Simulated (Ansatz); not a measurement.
# AlN (P6_3mc): given cell or relaxed cell?

Aim: gaps of AlN (P6_3mc) at the database cell and after a full relaxation.

Calculated with Ansatz 0.2.0; PBE, HSE06 and G0W0, plane waves, PAW.

This is a report of a sequence of runs, with the program logs left out and the cost of each run kept.

The database entry behind the starting cell differs from other determinations of this structure, so it need not match the best structure at room temperature.

### 1. The starting structure

It takes space group P6_3mc (No. 186, hexagonal). Conventional cell: a = 3.113 Å, b = 3.113 Å, c = 4.981 Å, α = 90.00°, β = 90.00°, γ = 120.00°. Nearest to Al lie 4 N at 1.89 Å. Nearest to N lie 4 Al at 1.89 Å. Farther neighbours, and contacts between anions beyond the nearest, are not listed.

Structure file:

```cif
data_structure
_symmetry_space_group_name_H-M 'P6_3mc'
_symmetry_Int_Tables_number 186
_cell_length_a 3.1130
_cell_length_b 3.1130
_cell_length_c 4.9810
_cell_angle_alpha 90.000
_cell_angle_beta 90.000
_cell_angle_gamma 120.000
_cell_volume 41.80
loop_
_atom_site_label
_atom_site_type_symbol
_atom_site_symmetry_multiplicity
_atom_site_Wyckoff_symbol
_atom_site_fract_x
_atom_site_fract_y
_atom_site_fract_z
_atom_site_occupancy
Al1 Al 2 b 0.33333 0.66667 0.00000 1
N1 N 2 b 0.33333 0.66667 0.38000 1
```

The cell and positions come from the Crystallography Open Database and are kept as given unless a step says otherwise. The runs that relaxed it are not among those shown. The default PAW set here is soft_2. Its files were made with PBE.

### 2. PBE bands at the given cell

Levels along a band path, at the cheap level, show where the edges lie and whether the meshes to come will hold them.

This step: DFT, PBE, plane waves, PAW.

File input.yaml:

```yaml
crystal:
  lattice:
    - [3.113, 0.0, 0.0]
    - [-1.5565, 2.695937082, 0.0]
    - [0.0, 0.0, 4.981]
  atoms:
    - { symbol: Al, position: [0.3333333333, 0.6666666667, 0.0] }
    - { symbol: Al, position: [0.6666666667, 0.3333333333, 0.5] }
    - { symbol: "N", position: [0.3333333333, 0.6666666667, 0.38] }
    - { symbol: "N", position: [0.6666666667, 0.3333333333, 0.88] }
kpoints:
  mp_grid: { grid: [12, 12, 6] }
  band_path:
    path:
      - [[0.0, 0.0, 0.0], [0.5, 0.0, 0.0], [0.33333333, 0.33333333, 0.0], [0.0, 0.0, 0.0], [0.0, 0.0, 0.5], [0.5, 0.0, 0.5], [0.33333333, 0.33333333, 0.5], [0.0, 0.0, 0.5]]
      - [[0.5, 0.0, 0.5], [0.5, 0.0, 0.0]]
      - [[0.33333333, 0.33333333, 0.5], [0.33333333, 0.33333333, 0.0]]
    npoints: 10
hamiltonian:
  xc: pbe
scf:
  occupations: { method: fermi_dirac, width: 0.02 }
  n_extra_bands: 5
output:
  eigenvalues: true
  write_density: true
  write_potential: true
  elf: true
  volumetric_format: npy
```

Started as:

```console
$ ansatz run input.yaml --threads 2 --pin off --max-ram 92160MiB --backend cuda --events-out ev --progress --plain --runs-dir out --devices 1 --max-vram 13GiB
```

Wall time 2.8 s (1 × NVIDIA H100 80GB HBM3 (shared by 6 runs) with 2 threads of AMD EPYC 7R13 (Zen 3), shared host); peak memory 0.89 GiB.

Numbers from this step:

* filled bands: 8
* gap: 4.213 eV
* valence top at: Γ
* conduction bottom at: Γ
* least direct gap: 4.213 eV

The gap is direct, at Γ.

### 3. The relaxed cell

Cell and ions were relaxed with PBE; that run is not shown. It left this cell:

The structure is hexagonal, space group P6_3mc (No. 186). Conventional cell: a = 3.130 Å, b = 3.130 Å, c = 5.018 Å, α = 90.00°, β = 90.00°, γ = 120.00°. Nearest to Al lie 4 N at 1.90 to 1.91 Å. N has 4 Al at 1.90 to 1.91 Å nearest. Farther neighbours, and contacts between anions beyond the nearest, are not listed.

### 4. PBE at the relaxed cell

The cell differs from the one that the last finished run ended in (a 3.113 → 3.130 Å, b 3.113 → 3.130 Å, c 4.981 → 5.018 Å).

input.yaml, the sections that differ from step 2:

```yaml
crystal:
  lattice:
    - [3.1302233403, 0.0, 0.0]
    - [-1.5651116702, 2.7108529323, 0.0]
    - [0.0, 0.0, 5.0179965356]
  atoms:
    - { symbol: Al, position: [0.3333333333, 0.6666666667, -0.0007694124] }
    - { symbol: Al, position: [0.6666666667, 0.3333333333, 0.4992305876] }
    - { symbol: "N", position: [0.3333333333, 0.6666666667, 0.3807694124] }
    - { symbol: "N", position: [0.6666666667, 0.3333333333, 0.8807694124] }
output:
  eigenvalues: true
# kpoints, hamiltonian, scf: as in step 2
```

Wall time 2.6 s (1 × NVIDIA H100 80GB HBM3 (shared by 6 runs) with 2 threads); peak memory 0.87 GiB; 2.9 s of CPU time.

Read from the output:

```
gap                  : 4.034 eV
valence top at       : Γ
conduction bottom at : Γ
least direct gap     : 4.034 eV
```

The gap is direct, at Γ.

### 5. HSE06 at the relaxed cell

The screened hybrid is the usual rung above semilocal functionals: a quarter of exact exchange, cut off beyond a few ångström.

This step: DFT, HSE06, plane waves, PAW.

input.yaml, the sections that differ from step 4:

```yaml
kpoints:
  mp_grid: { grid: [6, 6, 4] }
  band_path:
    path:
      - [0.0, 0.0, 0.0]
      - [0.5, 0.0, 0.0]
      - [0.33333333, 0.33333333, 0.0]
      - [0.0, 0.0, 0.5]
      - [0.5, 0.0, 0.5]
      - [0.33333333, 0.33333333, 0.5]
    npoints: 1
hamiltonian:
  xc: hse06
scf:
  occupations: { method: fixed }
  n_extra_bands: 5
# crystal, output: as in step 4
```

Elapsed: 9.9 s, on 1 × NVIDIA H100 80GB HBM3 (shared by 6 runs) with 2 threads; peak memory 1.2 GiB.

Read from the output:

- gap: 5.381 eV
- valence top at: Γ
- conduction bottom at: Γ
- least direct gap: 5.381 eV

The gap stands +1.35 eV against PBE.

### 6. G0W0 at the relaxed cell

Now the one-shot GW correction: screening in the RPA, then the self-energy of the levels asked for.

This step: G0W0 on PBE, plane waves, PAW.

File input.yaml:

```yaml
crystal:
  lattice:
    - [3.1302233403, 0.0, 0.0]
    - [-1.5651116702, 2.7108529323, 0.0]
    - [0.0, 0.0, 5.0179965356]
  atoms:
    - { symbol: Al, position: [0.3333333333, 0.6666666667, -0.0007694124] }
    - { symbol: Al, position: [0.6666666667, 0.3333333333, 0.4992305876] }
    - { symbol: "N", position: [0.3333333333, 0.6666666667, 0.3807694124] }
    - { symbol: "N", position: [0.6666666667, 0.3333333333, 0.8807694124] }
kpoints:
  mp_grid: { grid: [6, 6, 4] }
hamiltonian:
  xc: pbe
scf:
  occupations: { method: fixed }
gw:
  n_empty_bands: 127
  ecut_chi: 120
  qp_bands: [v2, c2]
  qp_kpoints: band_edges
  screening: { model: contour_deformation }
```

Wall time 14 s (1 × NVIDIA H100 80GB HBM3 (shared by 6 runs) with 2 threads); peak memory 1.1 GiB.

Read from the output:

* bands summed: 135
* RPA ε∞ on this mesh (eigenvalues): 4.253, 4.253, 4.423
* plane waves in the screening matrix: 135
* G0W0 gap on the mesh: 5.600 eV
* k of the valence top: 0, 0, 0
* k of the conduction bottom: 0, 0, 0
* starting gap on the mesh: 4.034 eV
* least direct G0W0 gap on the computed points: 5.600 eV

The gap on the mesh goes from 4.03 eV to 5.60 eV, a correction of +1.57 eV. Between the two edge states, bare exchange in place of the xc potential would open the gap by 8.52 eV, and correlation takes back 6.96 eV.

### 7. G0W0 at the given cell

File input.yaml:

```yaml
crystal:
  lattice:
    - [3.113, 0.0, 0.0]
    - [-1.5565, 2.695937082, 0.0]
    - [0.0, 0.0, 4.981]
  atoms:
    - { symbol: Al, position: [0.3333333333, 0.6666666667, 0.0] }
    - { symbol: Al, position: [0.6666666667, 0.3333333333, 0.5] }
    - { symbol: "N", position: [0.3333333333, 0.6666666667, 0.38] }
    - { symbol: "N", position: [0.6666666667, 0.3333333333, 0.88] }
kpoints:
  mp_grid: { grid: [6, 6, 4] }
hamiltonian:
  xc: pbe
scf:
  occupations: { method: fixed }
gw:
  n_empty_bands: 124
  ecut_chi: 120
  qp_bands: [v2, c2]
  qp_kpoints: band_edges
  screening: { model: contour_deformation }
```

Elapsed: 17 s, on 1 × NVIDIA H100 80GB HBM3 (shared by 6 runs) with 2 threads; peak memory 1.1 GiB.

This step gave:

| Item | Value |
| --- | --- |
| bands summed | 132 |
| RPA ε∞ on this mesh (eigenvalues) | 4.225, 4.225, 4.374 |
| plane waves in the screening matrix | 135 |
| G0W0 gap on the mesh | 5.808 eV |
| k of the valence top | 0, 0, 0 |
| k of the conduction bottom | 0, 0, 0 |
| starting gap on the mesh | 4.213 eV |
| least direct G0W0 gap on the computed points | 5.808 eV |

The gap on the mesh goes from 4.21 eV to 5.81 eV, a correction of +1.60 eV. Between the two edge states, bare exchange in place of the xc potential would open the gap by 8.62 eV, and correlation takes back 7.03 eV.

### 8. Together

G0W0 rows are gaps on the mesh, lowered where the mesh misses an edge of the band path.

| level | given cell (eV) | relaxed cell (eV) | change (eV) |
| --- | --- | --- | --- |
| PBE | 4.21 | 4.03 | −0.18 |
| HSE06 | - | 5.38 | - |
| G0W0@PBE | 5.81 | 5.60 | −0.21 |

### 9. Outcome

```
volume change          : +1.9 %
PBE, given cell        : 4.21 eV
PBE, relaxed cell      : 4.03 eV
HSE06, relaxed cell    : 5.38 eV
G0W0@PBE, relaxed cell : 5.60 eV
G0W0@PBE, given cell   : 5.81 eV
known limits           : short of the basis limit
```

What this shows: Relaxation changes the volume by +1.9 % and the gap by −0.18 eV (PBE) and −0.21 eV (G0W0@PBE). Bands and cutoff are finite, so the gap stands short of the basis limit, usually by up to a few tenths of an eV; the mesh is an error of its own.

[Long decimals in the printed logs are rounded to 6 places.]

[Logs are printed without paths, hosts, clocks, repeated set-up lines and the standing remarks that a program may print on its own settings, such as how far it seeks lower states.]

[Paths, hosts, dates, memory and timing lines, banners, echoed tables and standing remarks are left out of the program output; an Ansatz launch command may be rebuilt from the run's recorded settings. Measured values are a selection of at most five: reports struck by readers or far from the other reports are left out. None is set beside runs whose start may be inverted or whose files or cutoffs have a known fault.]

[Runs of the session that timed out or met a known fault of the program may be left out.]

[Cells called generated may have been cut or substituted from an entry of the Crystallography Open Database or the Materials Project.]

[Hosts, paths, dates, database ids (printed as entryN), source tags and the programs' standing remarks are cut or masked in the printed files.]

[Where the starting crystal was built by hand or by swapping elements, it need not be the compound's stable phase.]
